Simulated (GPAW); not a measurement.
# CsPbCl3 (Pm-3m): refractive index against wavelength

The refractive index of CsPbCl3 (Pm-3m) below the direct gap (1.87 eV on the mesh) is read from one computed spectrum, n = √(Re ε).

Symmetry: Pm-3m, No. 221, cubic system. Conventional cell: a = 5.605 Å, b = 5.605 Å, c = 5.605 Å, α = 90.00°, β = 90.00°, γ = 90.00°. Pb on site b has 6 Cl at 2.80 Å as nearest neighbours. Around Cs on site a lie 12 Cl at 3.96 Å. Cl on site c has 2 Pb at 2.80 Å as nearest neighbours.

Method: GPAW 26.7.0, PBE, RPA, k-mesh 6×6×6, local fields up to 60 eV, Lorentzian half width 0.15 eV.

Launch of the response step: `OMP_NUM_THREADS=1 python df.py`. The run took 4.5 min, its band step included, on 1 thread of Arm Neoverse V2, on a shared host.

```
wavelength (nm)  photon energy E (eV)       n
           3000                 0.413  1.9843
           2000                 0.620  1.9936
           1550                 0.800       ?
           1310                 0.946  2.0180
           1064                 1.165  2.0434
```

In the single-oscillator model n² − 1 = E₀E_d/(E₀² − E²), so 1/(n² − 1) = E₀/E_d − E²/(E₀E_d) is linear in E².

Working, on the rows shown:

| x = E² (eV²) | y = 1/(n² − 1) |
| --- | --- |
| 0.170801 | 0.340432 |
| 0.384302 | 0.336198 |
| 0.895757 | 0.325487 |
| 1.35784 | 0.314913 |

Means: x̄ = 0.70218, ȳ = 0.32926. Σ(x − x̄)(y − ȳ) = -0.01828, Σ(x − x̄)² = 0.8508. Slope = -0.01828 / 0.8508 = -0.02149; intercept = ȳ − slope · x̄ = 0.34434. Turned back into n, the line misses the rows shown by at most 0.00091.

Problem. Predict the last column of the withheld row from the fit.

Solution. At x = 0.63984 the line gives y = 0.3306, that is 2.0062. The run gave 2.0054, so the interpolation is off by 0.0008, 1.4 % of the range in the table.

Refitted with all rows, the slope is -0.02151 and the intercept 0.34443. These give E₀ = √(intercept/−slope) = 4.00 eV and E_d = E₀/intercept = 11.6 eV; E₀ is 2.1 times the direct gap. The electronic limit at long wavelengths, without lattice vibrations, is n = √(1 + 1/intercept) = 1.976. Excitons are left out. The values come from a sum over the points of one k-mesh and carry its error, which grows as the direct gap shrinks. Spin-orbit coupling is left out.

[Logs are printed without paths, hosts, clocks, repeated set-up lines and the standing remarks that a program may print on its own settings, such as how far it seeks lower states.]
